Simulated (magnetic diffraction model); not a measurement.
# Which magnetic order? Yb₂Cu₁₂P₇

Space group P-6 (no. 174), a = 9.4000 Å, c = 3.7220 Å.

| site | atom | x | y | z |
| --- | --- | --- | --- | --- |
| 1a | Yb | 0 | 0 | 0 |
| 1d | Yb | 1/3 | 2/3 | 1/2 |
| 3k | Cu | 0.2512 | 0.3044 | 1/2 |
| 3j | Cu | 0.3831 | 0.2151 | 0 |
| 3k | Cu | 0.5781 | 0.4530 | 1/2 |
| 3j | Cu | 0.5954 | 0.7057 | 0 |
| 1e | P | 2/3 | 1/3 | 0 |
| 3j | P | 0.3670 | 0.4341 | 0 |
| 3k | P | 0.2309 | 0.0310 | 1/2 |

This is a made-up structure (elements placed in a structure type, unrelaxed), so the numbers test the method and describe no known phase.

Only Yb is taken to order (form factors of Yb3+); orders and moment sizes are assumed, and not adapted to the symmetry. Radiation: neutrons of λ = 1.909 Å, 8° to 45°; isotropic B of 0.39 Å² (Yb), 0.59 Å² (Cu) and 0.86 Å² (P). The intensities are simulated: I ∝ L Σ (|F_N|² + |F_M⊥|²) for unpolarised neutrons, with F_M = 2.695 fm/μB × Σ f(s) S exp(2πi Q·r) exp(−B s²) at Q = H ± k (one set where k and −k are equivalent), only the part normal to Q counting and L = 1/(sin²θ cos θ). For collinear order S is the moment m, which repeats by lattice and centring translations R with the sign exp(−2πi k·R). Form factors are spin-only for 3d ions and dipole or tabulated for f ions, scattering lengths are Sears's of 1992, and absorption is left out. A label names one of the reflections at its angle. The strongest nuclear line in the range is 100, and lines under 0.2 are left out.

Above the ordering temperature:

```csv
2θ (°),index,I
13.47,(1 0 0),0.3
23.43,(1 1 0),15.3
27.12,(2 0 0),4.4
29.72,(0 0 1),1.8
32.76,(1 0 1),19.5
36.15,(2 1 0),40.0
38.19,(1 1 1),11.9
40.67,(2 0 1),29.6
41.19,(3 0 0),100.0
```

Below it (cell unchanged):

| 2θ (°) | I |
| --- | --- |
| 11.66 | 15.8 |
| 13.47 | 0.3 |
| 17.85 | 15.4 |
| 20.26 | 37.8 |
| 23.43 | 15.3 |
| 24.41 | 2.6 |
| 27.12 | 4.4 |
| 29.61 | 7.3 |
| 29.72 | 1.8 |
| 30.50 | 20.9 |
| 31.17 | 15.4 |
| 32.76 | 19.5 |
| 34.09 | 3.1 |
| 34.88 | 28.7 |
| 35.47 | 1.6 |
| 36.15 | 40.0 |
| 38.10 | 1.2 |
| 38.19 | 11.9 |
| 38.82 | 16.9 |
| 40.67 | 29.6 |
| 41.19 | 100.0 |
| 41.78 | 2.9 |
| 42.45 | 20.1 |
| 42.95 | 14.1 |

**Question.** Check that the new lines index with k = (0 1/2 0), then choose among these models:
A. collinear moments along [100], 3.1 μB on Yb; signs + at (0, 0, 0), − at (1/3, 2/3, 1/2)
B. collinear moments along [100], 3.1 μB on Yb; signs + at (0, 0, 0), + at (1/3, 2/3, 1/2)
C. collinear moments along [101], 3.1 μB on Yb; signs + at (0, 0, 0), − at (1/3, 2/3, 1/2)
D. collinear moments along [101], 3.1 μB on Yb; signs + at (0, 0, 0), + at (1/3, 2/3, 1/2)

The new lines index as (1 -1/2 0) at 11.66°, (1 1/2 0) at 17.85°, (0 3/2 0) at 20.26° and (2 -1/2 0) at 24.41°, that is as H ± k with k = (0 1/2 0), one of 3 inequivalent arms of its star (k and −k counted as one), which a powder can't tell apart. Half indices mean that the moments reverse under translations with k·R a half-integer, and the magnetic cell has twice the primitive volume. Below the range, at 6.72°, lies the magnetic line (0 1/2 0) with 89.

Magnetic intensity, observed (below minus above) and for each model:

| 2θ (°) | index | observed | A | B | C | D |
| --- | --- | --- | --- | --- | --- | --- |
| 11.66 | (1 -1/2 0) | 15.8 | <0.2 | <0.2 | <0.2 | 15.8 |
| 17.85 | (1 1/2 0) | 15.4 | 42.1 | 14.0 | 46.4 | 15.4 |
| 20.26 | (0 3/2 0) | 37.8 | <0.2 | 37.8 | <0.2 | 37.8 |
| 30.50 | (0 1/2 1) | 20.9 | 8.0 | 24.0 | 7.0 | 20.9 |
| 32.02 | (1 -1/2 1) | <0.2 | 24.9 | <0.2 | 22.0 | <0.2 |
| 34.88 | (1 1/2 1) | 28.7 | 10.6 | 31.7 | 9.6 | 28.7 |
| 36.23 | (0 3/2 1) | <0.2 | 22.0 | <0.2 | 20.0 | <0.2 |
| 43.60 | (2 1/2 1) | <0.2 | 20.4 | <0.2 | 19.7 | <0.2 |

Model D matches.

The structure used: k = (0 1/2 0), collinear moments along [101], 3.1 μB on Yb; signs + at (0, 0, 0), + at (1/3, 2/3, 1/2).

[Logs are printed without paths, hosts, clocks, repeated set-up lines and the standing remarks that a program may print on its own settings, such as how far it seeks lower states.]
